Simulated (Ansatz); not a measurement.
# SnH (built on the sites of a database entry of ZrH): from the cell to its phonons, part 2 of 2

Task: relax SnH (built on the sites of a database entry of ZrH), then find its harmonic phonons.

Ansatz 0.2.0; DFT LDA, scalar-relativistic, plane waves, norm-conserving pseudopotentials.

So far. Step 4 (Tight relaxation): The forces vanish by symmetry and the pressure is -0.006 GPa, within the tolerances set. The cell now holds 15.80 Å³/atom. Step 5 (Linear response at the zone centre): Before it was imposed, the acoustic sum rule was missed by 1.4e-5 eV/Å². Small misses are needed for a sound result but don't prove that mesh and cutoff are converged. The lowest optical mode is imaginary, 21.8i cm⁻¹, so the energy falls along it. The relaxed cell has a = 3.204, c = 6.153 Å (conventional setting).

The structure was built from a prototype and need not be the compound's stable phase.

## Step 6: Phonons on a q mesh

Stability and thermal properties need the whole zone. Linear response on a 2×2×2 q mesh gives force constants as far as a supercell of that size would.

Contents of input.yaml:

```yaml
crystal:
  lattice:
    - [3.2044336889, 0.0, 0.0]
    - [0.0, 3.2044336889, 0.0]
    - [0.0, 0.0, 6.1531286746]
  atoms:
    - { symbol: Sn, position: [0.0, 0.5, 0.0] }
    - { symbol: Sn, position: [0.5, 0.0, 0.5] }
    - { symbol: H, position: [0.0, 0.0, 0.75] }
    - { symbol: H, position: [0.0, 0.0, 0.25] }
kpoints:
  mp_grid: { grid: [12, 12, 8] }
hamiltonian:
  xc: lda
  pseudopotentials: { kind: nc }
scf:
  occupations: { method: methfessel_paxton, width: 0.2 }
output:
  eigenvalues: true
phonons:
  method: dfpt
  qmesh: [2, 2, 2]
  temperatures: { t_max: 1000, t_step: 50 }
  qpath:
    path:
      - [[0.0, 0.0, 0.0], [0.0, 0.5, 0.0], [0.5, 0.5, 0.0], [0.0, 0.0, 0.0], [0.0, 0.0, 0.5], [0.0, 0.5, 0.5], [0.5, 0.5, 0.5], [0.0, 0.0, 0.5]]
      - [[0.0, 0.5, 0.0], [0.0, 0.5, 0.5]]
      - [[0.5, 0.5, 0.0], [0.5, 0.5, 0.5]]
    npoints: 10
```

Run with:

```console
$ ansatz run input.yaml --threads 8 --pin off --max-ram 14336MiB --backend cpu --events-out ev --progress --plain --runs-dir out
```

Output:

```text
Warning: phonons: the dynamical matrix that this run interpolates holds no multipole term above the dipole-dipole one, and a site of this crystal is no centre of inversion, so its interpolated transverse optical and acoustic branches and sound speeds can stay off near Gamma, and the density of states and the thermodynamics with them. What a run solves at a wave vector of phonons.qpoints, Gamma apart, where the deck admits one, is free of this, and under fd what a larger phonons.supercell samples
[...]
Crystal: 4 atoms, lattice volume = 63.183 Å³
Basis set: ecut = 1006.821291 eV, 4587 PW (Γ), exchange–correlation on 72×72×128 points (8 copies of the dense FFT grid, shifted against one another)
Bands: 19, of which v1, the nominal top of the filled ones, is band 15 counted from 1 (14 counted from 0)
Symmetry: 16 space group operations
k-points: 140 of 1152
[...]
SCF iter   1: F=—  HF=-4306.533802 eV  |F-HF|=—  |Δ(HF+E_count)|=         —  Δρ=3.64e-2  dr2=9.69e-1  ethr=3.10e-3  ⟨swp⟩=6.2  Hψ=26967  notcnv=0  defer=12
[...]
SCF iter  10: F=-4306.191725 eV  HF=-4306.191725 eV  |F-HF|=1.82e-12  |Δ(HF+E_count)|=  9.09e-13  S|Δr|=    0.00e0  Δρ=6.22e-8  dr2=2.61e-12  ethr=1.00e-12  ⟨swp⟩=13.2  Hψ=18803  notcnv=0
SCF 1 converged in 10 iterations: F = -4306.191725 eV  dr2 = 2.61e-12
[...]
SCF iter   3: F=-4306.191725 eV  HF=-4306.191725 eV  |F-HF|=4.55e-12  |Δ(HF+E_count)|=  2.73e-12  S|Δr|=    0.00e0  Δρ=1.17e-7  dr2=5.68e-12  ethr=1.00e-12  ⟨swp⟩=4.5  Hψ=7464  notcnv=0
SCF 2 converged in 3 iterations: F = -4306.191725 eV  dr2 = 5.68e-12
phonons: the bands overlap, so this run is a metal and interpolates without the dipole-dipole term. If the crystal is really an insulator or semiconductor, its LO-TO splitting is missing
NSCF: frozen V_eff on 140 k-points
[...]
DFPT response loops at q = (0, 0, 0) (fractional): preconditioner auto → Kerker (q_TF=auto, 2.410 Å⁻¹) (partly filled bands, converged f_vac=0.000); β = 1.00, the filter's whole step (`scf.mixing.beta` (0.50) is not read by the response loops under this deck's `scf.mixing.preconditioner`; to damp them name `kerker` or `kerker_dos`, under which they read `scf.mixing.beta`, and type it under 1.00, their step now; both keys bind the ground state too); Broyden in place of MSR1
[...]
SCF converged after 10 iterations
[...]
Free energy (F): -4306.191725 eV
[...]
Internal energy: -4306.192801 eV  (E = F + TS)
E sigma→0 (E₀):  -4306.191994 eV
Entropy (-TS):   0.001076 eV (0.269 meV/atom)
Fermi energy:    9.722162 eV
[...]
--- Band table (eV; the first three rows and the last of 140) ---
  k-point 0: bands = [... 11 lower, 1.4735, 2.3186, 11.0793, 13.1863, 13.1863, 13.3545, 14.6511, 15.9182, ... 4 higher]
  k-point 1: bands = [... 11 lower, 0.8662, 3.0438, 10.6181, 13.2518, 13.2518, 13.3641, 14.5675, 15.7218, ... 4 higher]
  k-point 2: bands = [... 11 lower, 0.0854, 4.1759, 9.5150, 13.4396, 13.4461, 13.4461, 14.3544, 15.2586, ... 4 higher]
  k-point 139: bands = [... 11 lower, 4.2930, 5.2505, 5.2505, 8.0426, 8.0426, 10.0460, 10.0460, 12.7078, ... 4 higher]
--- Phonons (Γ-DFPT): 5 representative perturbations + reference (Σ response iterations 14) ---
  ASR residual: 7.397e-6 → 0.000e0 eV/Å²; symmetrization residual: 7.425e-7 eV/Å²
  ASR residual per site (eV/Å²): 7.40e-6 7.40e-6 4.66e-6 4.66e-6
[...]
--- Phonons (arbitrary-q DFPT): 6 irreducible q on the 2×2×2 mesh ---
  q = [0.0000, 0.0000, 0.0000] (star 1, of the zone-centre solve; hermiticity 4.97e-7, symmetrization 1.90e-14): -21.76 -21.76 -0.00 -0.00 0.00 109.61 109.61 115.02 232.33 379.58 502.73 502.73
  q = [0.0000, 0.0000, -0.5000] (star 1, 5 solved perturbations in 1120 linear systems a pass and spin channel, the states on 245 of 1152 k-point pairs; hermiticity 1.97e-7, symmetrization 2.55e-9, the responses' own estimated error 8.4e-6 eV/Å²): -72.44 -72.44 10.48 10.48 55.34 55.34 77.94 77.94 434.32 434.32 510.40 510.40
  q = [0.0000, -0.5000, 0.0000] (star 2, 9 solved perturbations on 245 of 1152 k-point pairs; hermiticity 5.80e-8, symmetrization 3.18e-14, the responses' own estimated error 9.5e-6 eV/Å²): -539.83 -30.81 29.95 41.38 76.41 80.60 92.51 190.37 305.90 473.81 593.90 599.23
[...]
sum rule: each row above includes the acoustic sum rule's correction from the zone centre's row sums; it moved no ω² by more than (1.12 cm⁻¹)²
  mesh force constants: q→R imaginary residual 8.68e-18; ASR residual 7.397e-6 → 0.000e0 eV/Å²; symmetrization residual 2.220e-15 eV/Å²
  interpolated dispersion: 93 rows × 12 modes
  density of states and harmonic sums: on the 20×20×10 q-mesh, interpolated from the force constants of a 2×2×2 supercell (no non-analytic term)
  largest difference from the sums on the solved wave vectors: F 2.01e-1 eV, S 2.77e-4 and C_V 8.60e-5 eV/K
  zero-point energy: 0.140127 eV/cell   skipped modes (ω ≤ 0): 747, of them read as no rigid motion or as one in doubt: 744 (1.846e0 modes/cell left out, lowest -1086.81 cm⁻¹)   left out of the sums: 1.54e-1 of the cell's modes: C_V's classical limit lies that fraction below 3 k_B per atom; for a crystal, a wire or a layer, F and S can be off by more, and a phonons.interpolated_qmesh denser along its periods is the remedy for the sampling
```

Elapsed: 4.6 min, on 8 threads of AMD EPYC 7R43, shared host; peak memory 2.6 GiB; 35 min of CPU time.

Numbers from this step:

* sum-rule residual before enforcement: 7.40e-6 eV/Å²
* lowest frequency on the path: -1087 cm⁻¹
* highest frequency on the path or at a solved wavevector: 766.4 cm⁻¹
* lowest mode on the q mesh (acoustic modes at Γ apart): -1087 cm⁻¹

Frequencies (cm⁻¹) solved at each irreducible wavevector; negative means imaginary. Frequencies by wavevector, by row:

```
q in reciprocal lattice units  star  mode 1  mode 2  mode 3  mode 4  mode 10  mode 11  mode 12
                        0 0 0     1   -21.8   -21.8       0       0    379.6    502.7    502.7
                     0 0 -0.5     1   -72.4   -72.4    10.5    10.5    434.3    510.4    510.4
                     0 -0.5 0     2  -539.8   -30.8    29.9    41.4    473.8    593.9    599.2
                  0 -0.5 -0.5     2  -198.7  -159.3   -30.5    46.1    398.6    595.4      660
                  -0.5 -0.5 0     1   -1087  -200.6  -200.6    50.1      475      475    753.8
               -0.5 -0.5 -0.5     1  -351.1  -351.1    46.5    46.5    442.2    482.3    482.3
```

Interpolated from a 2×2×2 q mesh, rough between the solved points. Phonon branches along the path, in cm⁻¹:

```
    point  branch 1  branch 2  branch 3  branch 4  branch 9  branch 10  branch 11  branch 12
        Γ       -22       -22         0         0       232        380        503        503
  halfway      -149       -20        19        48       342        343        454        550
        X      -540       -31        30        41       306        474        594        599
  halfway      -742      -407        32        46       362        396        474        681
        M     -1087      -201      -201        50       128        475        475        754
  halfway      -468        17        51        54       263        352        352        579
        Γ       -22       -22         0         0       232        380        503        503
  halfway       -43       -43         8         8       334        419        507        507
        Z       -72       -72        10        10       434        434        510        510
  halfway      -123       -20        46        57       339        344        554        559
        R      -199      -159       -30        46       212        399        595        660
  halfway      -280        46        52        53       340        371        421        578
        A      -351      -351        46        46       442        442        482        482
  halfway        47        47        53        53       342        342        473        473
        Z       -72       -72        10        10       434        434        510        510
jump to X      -540       -31        30        41       306        474        594        599
  halfway      -423       -66       -31        44       258        458        595        633
        R      -199      -159       -30        46       212        399        595        660
jump to M     -1087      -201      -201        50       128        475        475        754
  halfway      -810      -287      -287        48       122        460        460        762
        A      -351      -351        46        46       442        442        482        482
```

The phonon density of states has structure finer than the step of the table below, so its rows give means over 100 cm⁻¹, whole bins alone (the curve runs from -1090 to 770 cm⁻¹). Peaks (cm⁻¹: height): 50.0: 0.0718, 430.0: 0.0148.

Tetrahedra on a 20×20×10 mesh, mean over bins of 20 cm-1. Interpolated from a 2×2×2 q mesh, rough between the solved points. Phonon density of states against wavenumber; means over each step:

wavenumber (cm⁻¹), phonon density of states (1/cm⁻¹/cell) and a bar:
```
    -1000     0.0001 
     -900     0.0002 
     -800     0.0003 
     -700     0.0004 
     -600     0.0004 
     -500     0.0010 #
     -400     0.0017 #
     -300     0.0031 ##
     -200     0.0027 ##
     -100     0.0038 ###
        0     0.0229 ##################
      100     0.0373 ##############################
      200     0.0083 #######
      300     0.0075 ######
      400     0.0130 ##########
      500     0.0090 #######
      600     0.0063 #####
      700     0.0019 #
```

The partial phonon density of states has structure finer than the step of the table below, so its rows give means over 50 cm⁻¹, whole bins alone (the curve runs from -1087 to 796 cm⁻¹). Peaks (cm⁻¹: height): H -281.8: 0.00372, 251.1: 0.0083, 440.5: 0.0139; Sn 49.8: 0.0615.

Phonopy on the run's constants, 17x17x9 mesh, Gaussian sigma 13.4 cm-1. Interpolated from a 2×2×2 q mesh, rough between the solved points. Table of partial phonon density of states by wavenumber; means over each step; values in 1/cm⁻¹/cell:

```
wavenumber (cm⁻¹)        H       Sn
            -1050   9.0e-5        0
            -1000   1.8e-4        0
             -950   1.9e-4        0
             -900   2.1e-4        0
             -850   2.9e-4        0
             -800   3.9e-4        0
             -750   3.4e-4        0
             -700   2.9e-4        0
             -650   5.0e-4        0
             -600   3.3e-4        0
             -550   5.4e-4        0
             -500  0.00120        0
             -450  0.00135   8.1e-6
             -400  0.00168   1.0e-5
             -350  0.00224   2.4e-5
             -300  0.00351   6.5e-5
             -250  0.00285   1.0e-4
             -200  0.00240   2.3e-4
             -150  0.00199   3.6e-4
             -100  0.00196  0.00126
              -50  0.00111  0.00543
                0   3.8e-4   0.0165
               50  0.00120   0.0525
              100  0.00333   0.0348
              150  0.00519  0.00747
              200  0.00626   6.1e-4
              250  0.00800   4.0e-4
              300  0.00691   1.8e-4
              350   0.0107   6.9e-5
              400   0.0125   2.0e-5
              450   0.0130   8.9e-6
              500  0.00808   1.0e-7
              550  0.00755   4.4e-6
              600  0.00669   1.0e-5
              650  0.00371   4.5e-6
              700  0.00186        0
              750   9.2e-4        0
```

Symmetry leaves 6 wavevectors to solve. The lowest mode among them, the acoustic zeros apart, lies at q = (-0.5, -0.5, 0) and is imaginary, 1086.8i cm⁻¹, so the energy falls along it.

## Step 7: Another isotope, element H, natural mass 1.008 amu

An isotope changes the mass and not the force constants, so no new electronic calculation is needed; the shifts show which modes move this element.

The same force constants with the mass of H changed from 1.008 to 2.014 u (phonopy, no LO-TO term). Both lists are sorted by frequency; levels can cross, so a row need not hold one and the same mode. Modes under 3 cm⁻¹ are left out. Isotope shifts, by row, the first 40 of 45 rows:

```
          q  rank  natural mass (cm⁻¹)  changed mass (cm⁻¹)
      0 0 0     1               -21.76               -21.07
      0 0 0     2               -21.76               -21.07
      0 0 0     6                109.6                80.43
      0 0 0     7                109.6                80.43
      0 0 0     8                  115                  115
      0 0 0     9                232.3                165.1
      0 0 0    10                379.6                268.5
      0 0 0    11                502.7                355.6
      0 0 0    12                502.7                355.6
   0 0 -0.5     1               -72.44               -59.52
   0 0 -0.5     2               -72.44               -59.52
   0 0 -0.5     3                10.48                10.48
   0 0 -0.5     4                10.48                10.48
   0 0 -0.5     5                55.34                47.65
   0 0 -0.5     6                55.34                47.65
   0 0 -0.5     7                77.94                77.93
   0 0 -0.5     8                77.94                77.93
   0 0 -0.5     9                434.3                307.3
   0 0 -0.5    10                434.3                307.3
   0 0 -0.5    11                510.4                361.1
   0 0 -0.5    12                510.4                361.1
   0 -0.5 0     1               -539.8               -382.2
   0 -0.5 0     2               -30.81               -30.81
   0 -0.5 0     3                29.95                29.73
   0 -0.5 0     4                41.38                41.34
   0 -0.5 0     5                76.41                75.34
   0 -0.5 0     6                 80.6                76.33
   0 -0.5 0     7                92.51                92.49
   0 -0.5 0     8                190.4                135.7
   0 -0.5 0     9                305.9                231.5
   0 -0.5 0    10                473.8                335.3
   0 -0.5 0    11                593.9                420.1
   0 -0.5 0    12                599.2                424.4
0 -0.5 -0.5     1               -198.7               -152.3
0 -0.5 -0.5     2               -159.3               -120.1
0 -0.5 -0.5     3               -30.54               -30.54
0 -0.5 -0.5     4                46.13                46.07
0 -0.5 -0.5     5                50.14                48.55
0 -0.5 -0.5     6                 74.3                69.71
0 -0.5 -0.5     7                127.5                119.1
```

A mode of this element alone would shift by -29.26 %. The highest zone-centre frequency without the field goes from 502.7 to 355.6 cm⁻¹ (-29.3 %).

## Step 8: Another isotope, element Sn, natural mass 118.71 amu

The same for Sn, from 118.71 to 123.91 u.

The same force constants with the mass of Sn changed from 118.710 to 123.905 u (phonopy, no LO-TO term). Both lists are sorted by frequency; levels can cross, so a row need not hold one and the same mode. Modes under 3 cm⁻¹ are left out. Isotope shifts, by row, the first 40 of 45 rows:

```
          q  rank  natural mass (cm⁻¹)  changed mass (cm⁻¹)
      0 0 0     1               -21.76               -21.33
      0 0 0     2               -21.76               -21.33
      0 0 0     6                109.6                109.4
      0 0 0     7                109.6                109.4
      0 0 0     8                  115                112.6
      0 0 0     9                232.3                232.3
      0 0 0    10                379.6                379.6
      0 0 0    11                502.7                502.7
      0 0 0    12                502.7                502.7
   0 0 -0.5     1               -72.44                -71.8
   0 0 -0.5     2               -72.44                -71.8
   0 0 -0.5     3                10.48                10.25
   0 0 -0.5     4                10.48                10.25
   0 0 -0.5     5                55.34                54.65
   0 0 -0.5     6                55.34                54.65
   0 0 -0.5     7                77.94                76.29
   0 0 -0.5     8                77.94                76.29
   0 0 -0.5     9                434.3                434.3
   0 0 -0.5    10                434.3                434.3
   0 0 -0.5    11                510.4                510.4
   0 0 -0.5    12                510.4                510.4
   0 -0.5 0     1               -539.8               -539.8
   0 -0.5 0     2               -30.81               -30.16
   0 -0.5 0     3                29.95                29.33
   0 -0.5 0     4                41.38                 40.5
   0 -0.5 0     5                76.41                 74.8
   0 -0.5 0     6                 80.6                79.11
   0 -0.5 0     7                92.51                90.55
   0 -0.5 0     8                190.4                190.3
   0 -0.5 0     9                305.9                  305
   0 -0.5 0    10                473.8                473.8
   0 -0.5 0    11                593.9                593.9
   0 -0.5 0    12                599.2                599.2
0 -0.5 -0.5     1               -198.7               -197.8
0 -0.5 -0.5     2               -159.3               -158.8
0 -0.5 -0.5     3               -30.54                -29.9
0 -0.5 -0.5     4                46.13                45.16
0 -0.5 -0.5     5                50.14                49.14
0 -0.5 -0.5     6                 74.3                72.96
0 -0.5 -0.5     7                127.5                125.1
```

A mode of this element alone would shift by -2.12 %. The highest zone-centre frequency without the field goes from 502.7 to 502.7 cm⁻¹ (+0.0 %).

## Step 9: Outcome

```
space group after relaxation (within 0.01 Å)            : P4_2/mmc
volume per atom                                         : 15.8 Å³
electronic character                                    : no gap on this mesh
highest optical mode at the zone centre (no LO-TO term) : 503 cm⁻¹
lowest optical zone-centre mode                         : -21.8 cm⁻¹
lowest mode on the q mesh (acoustic modes at Γ apart)   : -1087 cm⁻¹
highest frequency on the path or at a solved wavevector : 766 cm⁻¹
imaginary modes on the 2×2×2 q mesh                     : yes
```

What this shows: Modes are clearly imaginary (beyond 10i cm⁻¹) at 6 of the 6 irreducible wavevectors, most at q = (-0.5, -0.5, 0) (1086.8i cm⁻¹), so this structure is not a minimum of the energy. The optical modes at Γ span -22 to 503 cm⁻¹ (negative means imaginary). The highest mode in this list at Γ, 502.7 cm⁻¹, is mostly motion of H (100 % of the kinetic energy). The q mesh stands for a supercell only 6.4 Å across, so branches between the solved wavevectors are rough. With no gap, or one that is small against the smearing, the frequencies hang on the k mesh and the smearing, most of all near Kohn anomalies. Spin-orbit coupling is left out, which can matter for the heavy elements here. The starting cell was built on a prototype and not taken from a measurement, so the phase need not exist. These are harmonic frequencies at zero temperature: anharmonic shifts, linewidths and thermal expansion are left out.

[Logs are printed without paths, hosts, clocks, repeated set-up lines and the standing remarks that a program may print on its own settings, such as how far it seeks lower states.]

[Hosts, paths, dates, database ids (printed as entryN), source tags and the programs' standing remarks are cut or masked in the printed files.]
